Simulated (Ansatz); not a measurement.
Two G0W0 runs on MoPbO4 (Wulfenite).

```yaml
crystal:
  lattice:
    - [-2.71560, 2.71560, 6.05325]
    - [2.71560, -2.71560, 6.05325]
    - [2.71560, 2.71560, -6.05325]
  atoms:
    - { symbol: Mo, position: [0.25000, 0.75000, 0.50000] }
    - { symbol: Mo, position: [0.50000, 0.50000, 0.00000] }
    - { symbol: Pb, position: [0.75000, 0.25000, 0.50000] }
    - { symbol: Pb, position: [0.00000, 0.00000, 0.00000] }
    - { symbol: O, position: [0.03230, 0.90410, 0.59860] }
    - { symbol: O, position: [0.65410, 0.55550, 0.37180] }
    - { symbol: O, position: [0.30550, 0.43370, 0.40140] }
    - { symbol: O, position: [0.18370, 0.28230, 0.62820] }
    - { symbol: O, position: [0.71770, 0.34590, 0.90140] }
    - { symbol: O, position: [0.09590, 0.69450, 0.12820] }
    - { symbol: O, position: [0.44450, 0.81630, 0.09860] }
    - { symbol: O, position: [0.56630, 0.96770, 0.87180] }
```

The cell and positions come from the Crystallography Open Database and are kept as given unless a step says otherwise. Spin-orbit coupling is left out unless a run names it.

The first (Ansatz 0.2.0; start r2SCAN, 4×4×4 mesh, 898 empty bands, screening to 170 eV, hard PAW files; 1 × NVIDIA H100 80GB HBM3 (shared by 3 runs) with 4 threads of AMD EPYC 7R13 (Zen 3), shared host) gave, on its mesh: starting gap 3.06 eV, G0W0 gap 4.30 eV, RPA ε∞ (mean) 4.56, 4 min.

Q: The second changes empty bands from 898 to 1602 and screening cutoff (eV) from 170.0 to 250.0. What does it give?

It gave: starting gap 3.06 eV, G0W0 gap 4.36 eV, RPA ε∞ (mean) 4.56, 6.6 min. The G0W0 gap moves by +0.05 eV, +0.00 eV from the start and +0.05 eV from the correction. Σc changes by −0.18 eV at the valence top and −0.13 eV at the conduction bottom, and Σx − Vxc between them by +0.00 eV.

Limits: not at the basis limit; no spin-orbit coupling.

[Paths, hosts, dates, memory and timing lines, banners, echoed tables and standing remarks are left out of the program output.]

[Logs are printed without paths, hosts, clocks, repeated set-up lines and the standing remarks that a program may print on its own settings, such as how far it seeks lower states.]

[Runs of the session that timed out or met a known fault of the program may be left out.]

[Cells called generated may have been cut or substituted from an entry of the Crystallography Open Database or the Materials Project.]

[Hosts, paths, dates, database ids (printed as entryN), source tags and the programs' standing remarks are cut or masked in the printed files.]
